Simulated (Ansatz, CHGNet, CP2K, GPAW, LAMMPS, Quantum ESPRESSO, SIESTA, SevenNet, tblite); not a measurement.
**GPAW on liquid Si0.5Ge0.5 at 2500 K (104 atoms): settings against a plane-wave reference**

Aim: run liquid Si0.5Ge0.5 at 2500 K (104 atoms) in GPAW and see how near its forces come to a plane-wave reference, and at what cost.

Program: GPAW 26.7.0. Level of theory: the method is named at each step. Results are calculated unless marked as measured.

### 1. Set-up

The cell holds 104 atoms: 52 Si and 52 Ge. Cell: a = 13.176 Å, b = 13.176 Å, c = 13.176 Å, α = 90.0°, β = 90.0°, γ = 90.0°. 104 atoms (52 Si, 52 Ge) placed at random at 3.8 g/cm³, melted at 3500 K for 10 ps at fixed volume with the Tersoff potential (Tersoff, Phys. Rev. B 39, 5566 (1989)). Snapshot at the end of a hold of 5 ps at 2500 K and fixed volume.

The yardstick, on the same geometry:

```
method                 : Kohn-Sham DFT, PBE, SSSP efficiency 1.3.0 pseudopotentials, plane waves (Quantum ESPRESSO 7.5); sssp-pbe-1.3.0-efficiency, cutoffs 45/360 Ry, Γ point
r.m.s. force component : 0.9838 eV/Å
longest force          : 4.719 eV/Å
pressure               : 1.132 GPa
time                   : 9 min on 4 MPI ranks of Arm Neoverse V2, shared host
CPU time               : 36 min
```

### 2. PBE, LCAO dzp, h 0.2 Å

Method: Kohn-Sham DFT, PBE, PAW, atomic orbitals (dzp).

Contents of run.py:

```python
import numpy as np
from ase.io import read
from gpaw import GPAW, FermiDirac

atoms = read("structure.xyz")
atoms.calc = GPAW(
    mode="lcao",
    basis="dzp",
    h=0.2,
    xc="PBE",
    kpts={"size": (1, 1, 1), "gamma": True},
    occupations=FermiDirac(0.05),
    maxiter=200,
    symmetry={"point_group": False},
    txt="gpaw.txt",
)
energy = atoms.get_potential_energy(force_consistent=True)
forces = atoms.get_forces()
print(f"energy {energy:.6f} eV")
print("forces (eV/A)")
for i, (a, f) in enumerate(zip(atoms, forces)):
    print(f"{i:4d} {a.symbol:2s} {f[0]:10.5f} {f[1]:10.5f} {f[2]:10.5f}")
print(f"Fermi level {atoms.calc.get_fermi_level():.4f} eV")
for k in range(len(atoms.calc.get_ibz_k_points())):
    for s in range(atoms.calc.get_number_of_spins()):
        e = atoms.calc.get_eigenvalues(kpt=k, spin=s)
        n = np.searchsorted(e, atoms.calc.get_fermi_level())
        print(f"k {k} spin {s} levels about the Fermi level:", np.round(e[max(n - 6, 0):n], 4).tolist(), "|", np.round(e[n:n + 6], 4).tolist())
```

Contents of structure.xyz:

```xyz
104
Lattice="13.17580 0.00000 0.00000 0.00000 13.17580 0.00000 0.00000 0.00000 13.17580" Properties=species:S:1:pos:R:3 pbc="T T T"
Si 11.98444 7.52562 7.53050
Si 7.13759 10.10702 7.40388
Si 1.35987 5.70828 0.95432
Si 6.95155 8.54609 3.48039
Si 0.12148 6.64350 3.71215
Si 1.26659 3.81861 6.59620
Si 7.88453 11.94887 8.89235
Si 9.95181 7.94053 2.47969
Si 6.31648 10.00834 0.83732
Si 9.60713 5.12776 12.33163
Si 2.17572 3.37050 4.34472
Si 0.75128 9.53928 0.64785
Si 6.49422 3.58316 11.86191
Si 11.07439 12.39816 0.82322
Si 9.18696 7.33207 0.13769
Si 4.05551 0.94800 4.19939
Si 3.17221 9.29843 4.94962
Si 8.35873 0.23980 11.10878
Si 11.60972 6.12385 2.03882
Si 2.66454 0.70754 11.80394
Si 0.33770 0.28921 11.93280
Si 0.86973 12.33532 8.26057
Si 2.05569 1.76029 2.66270
Si 7.01928 6.45430 6.18472
Si 6.79133 4.21204 9.68514
Si 12.22846 10.60533 5.03092
Si 10.72326 10.23443 2.27889
Si 4.86345 3.46985 4.55382
Si 5.55834 0.65444 2.32724
Si 3.82441 6.79911 7.91931
Si 2.72844 4.74500 12.27958
Si 0.77157 8.55307 5.12934
Si 4.92063 5.04132 13.09358
Si 8.94479 7.04694 4.60178
Si 2.29905 2.08454 8.22842
Si 4.83051 7.14682 5.86270
Si 7.86450 1.85858 1.54249
Si 9.32570 10.80969 11.64148
Si 5.38640 7.18964 12.20448
Si 3.97659 9.04295 12.59317
Si 9.67986 11.23118 4.56937
Si 0.08274 1.05248 2.86495
Si 10.11348 1.54381 10.36408
Si 12.52623 11.83134 10.27001
Si 0.10159 11.85967 0.21015
Si 2.85902 12.92335 5.57969
Si 4.35302 5.86942 3.96934
Si 9.94931 3.28077 8.48825
Si 8.72172 0.06127 0.31082
Si 2.98603 11.83727 7.83104
Si 7.80416 1.63024 4.22983
Si 8.45886 8.55057 6.55114
Ge 0.79450 12.21963 3.82401
Ge 2.09693 9.73191 9.23597
Ge 6.93034 7.76621 1.06513
Ge 1.58623 8.48522 11.64398
[... 44 atom lines left out ...]
Ge 1.40177 6.06416 10.81312
Ge 4.62760 10.58412 10.84342
Ge 12.99345 7.45342 0.02635
Ge 11.17163 7.75343 9.65325
```

Command:

```console
$ OMP_NUM_THREADS=1 python run.py > output.txt
```

What it wrote:

```text
energy -445.909806 eV
forces (eV/A)
   0 Si    0.44268   -2.14628   -1.33868
   1 Si   -1.54398    1.06732    0.80618
   2 Si    0.19091   -1.06792   -0.27911
   3 Si    0.03011   -1.42993    0.66834
   4 Si   -1.76364    0.80582    1.25145
   5 Si    0.42591   -0.64622    0.34337
   6 Si   -0.02518   -0.28151    0.42129
   7 Si   -0.07972   -0.47414   -0.02418
   8 Si    1.52173    1.01111   -0.54641
   9 Si    0.31025    0.39790    0.68481
  10 Si    0.76893    0.94155    0.15860
  11 Si    0.61355    1.62952    0.38402
  12 Si   -0.18706    0.46909    1.00968
  13 Si   -1.03077   -0.90796    0.36252
  14 Si    0.36526    0.59653    0.01006
  15 Si    0.98052    1.76351   -0.88616
  16 Si   -0.21312    0.85222    1.46676
  17 Si    0.46056   -1.26019   -1.00252
  18 Si    2.59899    4.46059   -0.17861
  19 Si   -0.18195    0.76829    0.80638
  20 Si   -0.09638    0.90975   -1.84678
  21 Si   -1.54336   -0.60337    0.48354
  22 Si    2.53913    1.45609    1.00127
  23 Si    0.22414   -0.18635    0.47793
[...]
96 Ge   -0.19586   -0.67579    0.92427
  97 Ge   -0.07674    0.14701   -1.68060
  98 Ge   -2.50415    0.19934   -0.07193
  99 Ge   -0.60200    1.58019   -1.51072
 100 Ge    0.37018   -0.01315   -1.39490
 101 Ge   -1.57991    1.51115   -0.23967
 102 Ge   -1.15582   -2.39355    0.45537
 103 Ge    0.50155   -0.69621    2.12013
Fermi level 5.3589 eV
k 0 spin 0 levels about the Fermi level: [5.1606, 5.1739, 5.2111, 5.2422, 5.2885, 5.3098] | [5.3813, 5.4307, 5.514, 5.5527, 5.6081, 5.6357]
```

gpaw.txt:

```text
Input parameters:
  mode=LCAO(),
  basis={'default': 'dzp'},
  h=0.2,
  kpts=MonkhorstPack(size=(1, 1, 1), gamma=True),
  maxiter=200,
  occupations=Occupations(name='fermi-dirac', width=0.05, fixmagmom=False),
  symmetry=Symmetry(point_group=False),
  xc=XC(name='PBE')
Unit cell  # Å
| periodic |         x |         y |         z |   lengths |    angles |
|----------|-----------|-----------|-----------|-----------|-----------|
|      yes | 13.175800 |  0.000000 |  0.000000 | 13.175800 | 90.000000 |
|      yes |  0.000000 | 13.175800 |  0.000000 | 13.175800 | 90.000000 |
|      yes |  0.000000 |  0.000000 | 13.175800 | 13.175800 | 90.000000 |
Number of symmetries: 1
Symmetry operations  # r_c * U_cc + t_c -> r_c
|   | kind |            matrix            |
|---|------|------------------------------|
| 0 |  E   |  1, 0, 0,  0, 1, 0,  0, 0, 1 |
BZ-sampling:
  Number of BZ points: 1
  Number of IBZ points: 1
  Monkhorst-Pack size: [1, 1, 1]
  Monkhorst-Pack shift: [0, 0, 0]
[... lines left out ...]
  Fermi-Dirac:
[... lines left out ...]
    Stencil: 6*3+1=19 point O(h^6) finite-difference Laplacian
xc functional:
  name: PBE with 2 nearest neighbor stencil
interpolation: tri-quintic # 5. degree polynomial
Initialization done in: 12.164 s
convergence criteria:
- Maximum [total energy] change in last 3 cyles: 0.0005 eV / valence electron
- Maximum integral of absolute [dens]ity change: 0.0001 electrons / valence electron
- Maximum integral of absolute [eigenst]ate change: 4e-08 eV^2 / valence electron
maximum number of iterations: 200
SCF iterations
|iter     |      energy | eigst |  dens |
|---------|-------------|-------|-------|
|iter:   1| -447.654697 |      c|       |
|iter:   2| -447.045147 |      c| -1.06 |
|iter:   3| -467.303078 |      c| -1.09 |
|iter:   4| -471.354749 |      c| -1.00 |
[...]
|iter:   8| -445.808048 |      c| -1.82 |
|iter:   9| -445.839172 |      c| -2.17 |
|iter:  10| -445.784526c|      c| -2.16 |
|iter:  11| -445.748020c|      c| -2.35 |
|iter:  12| -445.745132c|      c| -2.68 |
[...]
|iter:  17| -445.740619c|      c| -3.70 |
|iter:  18| -445.740629c|      c| -3.88 |
|iter:  19| -445.740532c|      c| -4.01c|
Converged in 19 steps
SCF loop duration: 344.041 s (18.107 s/step)
Energy contributions relative to reference atoms: (reference = -3379167.069342)
Energy contributions:
  Kinetic:        1036.629809
  Coulomb:        -917.249945
  Zero:             -0.505087
  External:          0.000000
  Xc:             -564.446034
  Entropy:          -0.338549
  Spinorbit:         0.000000
  ----------------------------
  Free energy:    -445.909806
  Extrapolated:   -445.740532
dipole moment: (7.788585, -80.301012, -51.934245)  # |e|*Ang
Fermi level: 5.359
Eigenvalues  # (at kpt = [0.000, 0.000, 0.000])
| band index |      eig [eV] | occ [0-2] |
|------------|---------------|-----------|
|          0 |        -7.422 |     2.000 |
|        ... |               |           |
|        200 |         5.048 |     1.996 |
|        201 |         5.095 |     1.990 |
[...]
|        215 |         5.719 |     0.002 |
|        ... |               |           |
|        253 |         7.402 |     0.000 |
Gap: 0.071 eV
Transition (v -> c):
  (s=0, k=0, n=207, [0.00, 0.00, 0.00]) -> (s=0, k=0, n=208, [0.00, 0.00, 0.00])
No difference between direct/indirect transitions
Force computation time: 42.757  # s
timing:  # [seconds]
  Total:  398.993  # ━━━━━━━━━━━━━━━━━━━━━━━━━━━━━━━━━━━━━━━━━━━━━━━━━━━━━━━━
  Init:    12.163  # ━╸
  SCF:    344.041  # ━━━━━━━━━━━━━━━━━━━━━━━━━━━━━━━━━━━━━━━━━━━━━━━━╸
  Forces:  42.757  # ━━━━━━
```

Run time: 6.7 min. Hardware: 1 thread of Arm Neoverse V2, shared host; peak memory 2.1 GiB.

Banners, paths, timers and routine set-up lines are dropped from the logs unmarked, and long logs keep their key lines alone; longer cuts are marked.

Compared with the plane-wave run:

| Quantity | Value |
| --- | --- |
| r.m.s. force component | 1.082 eV/Å |
| r.m.s. difference of force components | 111.4 meV/Å |
| longest difference of force vectors | 449.3 meV/Å |
| force difference over r.m.s. force | 11.32 % |
| slope of forces against the reference's | 1.098 |
| correlation of force components | 0.9987 |

Length of the force difference by element (eV/Å):

| element | atoms | mean | most |
| --- | --- | --- | --- |
| Ge | 52 | 0.19 | 0.45 |
| Si | 52 | 0.15 | 0.45 |

The surroundings of Si5, picked at random, nearest first, numbered as they follow in the input and with coordinates relative to it.

| atom | x | y | z | distance (Å) | bonds | Fx | Fy | Fz (eV/Å) |
| --- | --- | --- | --- | --- | --- | --- | --- | --- |
| Si5 | 0.00 | 0.00 | 0.00 | 0.00 | 5 | -1.76 | 0.81 | 1.25 |
| Ge91 | 2.03 | -0.97 | -0.40 | 2.28 | 4 | -0.33 | -1.38 | -0.73 |
| Si19 | -1.69 | -0.52 | -1.67 | 2.43 | 5 | 2.60 | 4.46 | -0.18 |
| Si32 | 0.65 | 1.91 | 1.42 | 2.47 | 5 | 0.39 | 0.74 | -0.28 |
| Ge81 | -0.46 | 2.47 | -0.90 | 2.67 | 5 | 0.42 | -0.17 | 0.41 |
| Ge84 | -1.67 | -0.99 | 2.01 | 2.79 | 4 | 1.44 | 0.57 | 0.97 |
| Si3 | 1.24 | -0.94 | -2.76 | 3.16 | 4 | 0.19 | -1.07 | -0.28 |
| Ge103 | -0.30 | 0.81 | -3.69 | 3.79 | 6 | -1.16 | -2.39 | 0.46 |
| Si8 | -3.35 | 1.30 | -1.23 | 3.79 | 4 | -0.08 | -0.47 | -0.02 |

Atoms are counted from 1 here, from 0 in the log.

Forces lie 11 % from the reference's, at 0.18 times its CPU time (on 1 against 4 cores).

### 3. PBE, plane waves 350 eV

Method: Kohn-Sham DFT, PBE, PAW, plane waves.

run.py, as its differences from that of step 2:

```diff
@@ -2,3 +2,4 @@
 from ase.io import read
-from gpaw import GPAW, FermiDirac
+from gpaw import GPAW, FermiDirac, PW
+from ase.parallel import parprint as print
 
@@ -6,5 +7,3 @@
 atoms.calc = GPAW(
-    mode="lcao",
-    basis="dzp",
-    h=0.2,
+    mode=PW(350),
     xc="PBE",
@@ -14,2 +13,3 @@
     symmetry={"point_group": False},
+    nbands=548,
     txt="gpaw.txt",
@@ -22,2 +22,6 @@
     print(f"{i:4d} {a.symbol:2s} {f[0]:10.5f} {f[1]:10.5f} {f[2]:10.5f}")
+stress = -atoms.get_stress(voigt=False) * 160.21766
+print("stress (GPa, compression positive)")
+for row in stress:
+    print(" ".join(f"{x:10.4f}" for x in row))
 print(f"Fermi level {atoms.calc.get_fermi_level():.4f} eV")
```

structure.xyz is that of step 2.

Command:

```console
$ OMP_NUM_THREADS=1 mpirun -np 4 gpaw python run.py > output.txt
```

What it wrote:

```text
energy -458.687269 eV
forces (eV/A)
   0 Si    0.40086   -1.99570   -1.27491
   1 Si   -1.46066    1.01236    0.80048
   2 Si    0.14833   -1.00382   -0.28122
   3 Si    0.01206   -1.32827    0.59286
   4 Si   -1.66221    0.81178    1.15692
   5 Si    0.45871   -0.65478    0.34546
   6 Si   -0.00165   -0.24821    0.32126
   7 Si   -0.03759   -0.44939   -0.06526
   8 Si    1.43848    0.92548   -0.50688
   9 Si    0.29092    0.35620    0.66038
  10 Si    0.77051    0.90779    0.13458
  11 Si    0.52507    1.55239    0.31255
  12 Si   -0.16946    0.44338    0.95795
  13 Si   -0.96690   -0.88626    0.32949
  14 Si    0.37082    0.54421    0.07089
  15 Si    0.93502    1.66777   -0.85414
  16 Si   -0.14443    0.75017    1.40004
  17 Si    0.47510   -1.19068   -0.90543
  18 Si    2.50832    4.24709   -0.14905
  19 Si   -0.16192    0.77629    0.73539
  20 Si   -0.03318    0.77250   -1.73202
  21 Si   -1.44596   -0.51392    0.50662
  22 Si    2.46896    1.32581    1.03057
  23 Si    0.20650   -0.14170    0.43080
[...]
96 Ge   -0.20317   -0.67482    0.92944
  97 Ge   -0.08429    0.14233   -1.60122
  98 Ge   -2.37442    0.12055   -0.08427
  99 Ge   -0.55057    1.53651   -1.46373
 100 Ge    0.32129   -0.00027   -1.23391
 101 Ge   -1.44265    1.34195   -0.23637
 102 Ge   -1.04225   -2.29073    0.38576
 103 Ge    0.37992   -0.54565    1.94404
stress (GPa, compression positive)
    1.4636    -0.0349    -0.1499
   -0.0349     1.6235    -1.0721
   -0.1499    -1.0721     1.5270
Fermi level 5.3233 eV
k 0 spin 0 levels about the Fermi level: [5.1275, 5.1423, 5.1789, 5.2074, 5.2531, 5.2717] | [5.344, 5.3989, 5.4789, 5.5174, 5.5641, 5.596]
```

gpaw.txt:

```text
Input parameters:
  mode=PW(ecut=350.0),
  kpts=MonkhorstPack(size=(1, 1, 1), gamma=True),
  maxiter=200,
  nbands=548,
  occupations=Occupations(name='fermi-dirac', width=0.05, fixmagmom=False),
  symmetry=Symmetry(point_group=False),
  xc=XC(name='PBE')
Diagonalizing LCAO Hamiltonian
Converting LCAO to pw mode
         .-------------------------------.
[... lines left out ...]
  Converge bands: occupied
[... lines left out ...]
  Fermi-Dirac:
[... lines left out ...]
convergence criteria:
- Maximum [total energy] change in last 3 cyles: 0.0005 eV / valence electron
[... lines left out ...]
Converged in 25 steps
[... lines left out ...]
  ----------------------------
  Free energy:    -458.687269
  Extrapolated:   -458.517149
dipole moment: (8.132088, -79.797937, -51.896853)  # |e|*Ang
Fermi level: 5.323
Eigenvalues  # (at kpt = [0.000, 0.000, 0.000])
| band index |      eig [eV] | occ [0-2] |
|------------|---------------|-----------|
|          0 |        -7.385 |     2.000 |
|        ... |               |           |
|        200 |         5.018 |     1.996 |
|        201 |         5.063 |     1.989 |
[...]
|        ... |               |           |
[...]
Gap: 0.072 eV
Transition (v -> c):
  (s=0, k=0, n=207, [0.00, 0.00, 0.00]) -> (s=0, k=0, n=208, [0.00, 0.00, 0.00])
No difference between direct/indirect transitions
Force computation time: 4.216  # s
Stress tensor  # eV/Ang^3
|         x |         y |         z |
|-----------|-----------|-----------|
[...]
|  0.000218 | -0.010133 |  0.006692 |
|  0.000936 |  0.006692 | -0.009531 |
Stress computation time: 18.441  # s
```

Run time: 4.6 min. Hardware: 4 MPI ranks; peak memory 2.6 GiB; 18 min of CPU time.

Against the reference:

```
r.m.s. force component                  : 1.018 eV/Å
r.m.s. difference of force components   : 41.54 meV/Å
longest difference of force vectors     : 217.1 meV/Å
force difference over r.m.s. force      : 4.223 %
slope of forces against the reference's : 1.034
correlation of force components         : 0.9997
pressure                                : 1.538 GPa
pressure difference                     : 0.406 GPa
```

Against the first run (11 %), the force difference from the reference is 4.2 %, at 2.8 times the CPU time (on 4 against 1 cores).

The run ends at a pressure of 1.54 GPa, with forces up to 4.9 eV/Å.

### 4. PBE, LCAO szp(dzp), h 0.2 Å

Method: Kohn-Sham DFT, PBE, PAW, atomic orbitals (szp(dzp)).

run.py, as its differences from that of step 3:

```diff
@@ -2,4 +2,3 @@
 from ase.io import read
-from gpaw import GPAW, FermiDirac, PW
-from ase.parallel import parprint as print
+from gpaw import GPAW, FermiDirac
 
@@ -7,3 +6,5 @@
 atoms.calc = GPAW(
-    mode=PW(350),
+    mode="lcao",
+    basis="szp(dzp)",
+    h=0.2,
     xc="PBE",
@@ -13,3 +14,2 @@
     symmetry={"point_group": False},
-    nbands=548,
     txt="gpaw.txt",
@@ -22,6 +22,2 @@
     print(f"{i:4d} {a.symbol:2s} {f[0]:10.5f} {f[1]:10.5f} {f[2]:10.5f}")
-stress = -atoms.get_stress(voigt=False) * 160.21766
-print("stress (GPa, compression positive)")
-for row in stress:
-    print(" ".join(f"{x:10.4f}" for x in row))
 print(f"Fermi level {atoms.calc.get_fermi_level():.4f} eV")
```

structure.xyz is that of step 3.

Command:

```console
$ OMP_NUM_THREADS=1 python run.py > output.txt
```

What it wrote:

```text
energy -429.818997 eV
forces (eV/A)
   0 Si    0.42816   -2.44506   -1.44956
   1 Si   -1.67765    1.11406    0.85628
   2 Si    0.22034   -0.99422   -0.28035
   3 Si    0.02475   -1.64994    0.82563
   4 Si   -2.02142    0.75430    1.37089
   5 Si    0.33119   -0.54463    0.25666
[...]
101 Ge   -1.76473    1.78886   -0.30181
 102 Ge   -1.36683   -2.57656    0.52154
 103 Ge    0.59975   -0.83522    2.53010
Fermi level 5.2616 eV
k 0 spin 0 levels about the Fermi level: [5.0446, 5.0689, 5.1029, 5.1426, 5.1937, 5.2197] | [5.29, 5.322, 5.4139, 5.4468, 5.5231, 5.5429]
```

gpaw.txt:

```text
Input parameters:
  mode=LCAO(),
  basis={'default': 'szp(dzp)'},
  h=0.2,
  kpts=MonkhorstPack(size=(1, 1, 1), gamma=True),
  maxiter=200,
  occupations=Occupations(name='fermi-dirac', width=0.05, fixmagmom=False),
[... lines left out ...]
  Fermi-Dirac:
[... lines left out ...]
convergence criteria:
- Maximum [total energy] change in last 3 cyles: 0.0005 eV / valence electron
[... lines left out ...]
Converged in 19 steps
[... lines left out ...]
  Free energy:    -429.818997
[... lines left out ...]
Fermi level: 5.262
[... lines left out ...]
|        ... |               |           |
|        253 |         7.389 |     0.000 |
Gap: 0.070 eV
Transition (v -> c):
  (s=0, k=0, n=207, [0.00, 0.00, 0.00]) -> (s=0, k=0, n=208, [0.00, 0.00, 0.00])
No difference between direct/indirect transitions
Force computation time: 28.955  # s
timing:  # [seconds]
  Total:  294.751  # ━━━━━━━━━━━━━━━━━━━━━━━━━━━━━━━━━━━━━━━━━━━━━━━━━━━━━━━━
  Init:    10.944  # ━━
  SCF:    254.819  # ━━━━━━━━━━━━━━━━━━━━━━━━━━━━━━━━━━━━━━━━━━━━━━━━╸
  Forces:  28.956  # ━━━━━╸
```

Wall time 4.9 min (1 thread); peak memory 2 GiB.

Compared with the plane-wave run:

| Item | Value |
| --- | --- |
| r.m.s. force component | 1.189 eV/Å |
| r.m.s. difference of force components | 243.6 meV/Å |
| longest difference of force vectors | 895.8 meV/Å |
| force difference over r.m.s. force | 24.76 % |
| slope of forces against the reference's | 1.2 |
| correlation of force components | 0.9927 |

This is a coarse setting, run to see what it loses.

Against the first run (11 %), the force difference from the reference is 25 %, at 0.74 times the CPU time, with 936 basis functions against 1352: the smaller basis costs accuracy.

(Continued in part 2 of 2.)

[Also dropped from logs without a mark: logging warnings of Python, and SIESTA's first energy breakdown and zero terms.]

[Logs are printed without paths, hosts, clocks, repeated set-up lines and the standing remarks that a program may print on its own settings, such as how far it seeks lower states.]

[Hosts, paths, dates, database ids (printed as entryN), source tags and the programs' standing remarks are cut or masked in the printed files.]
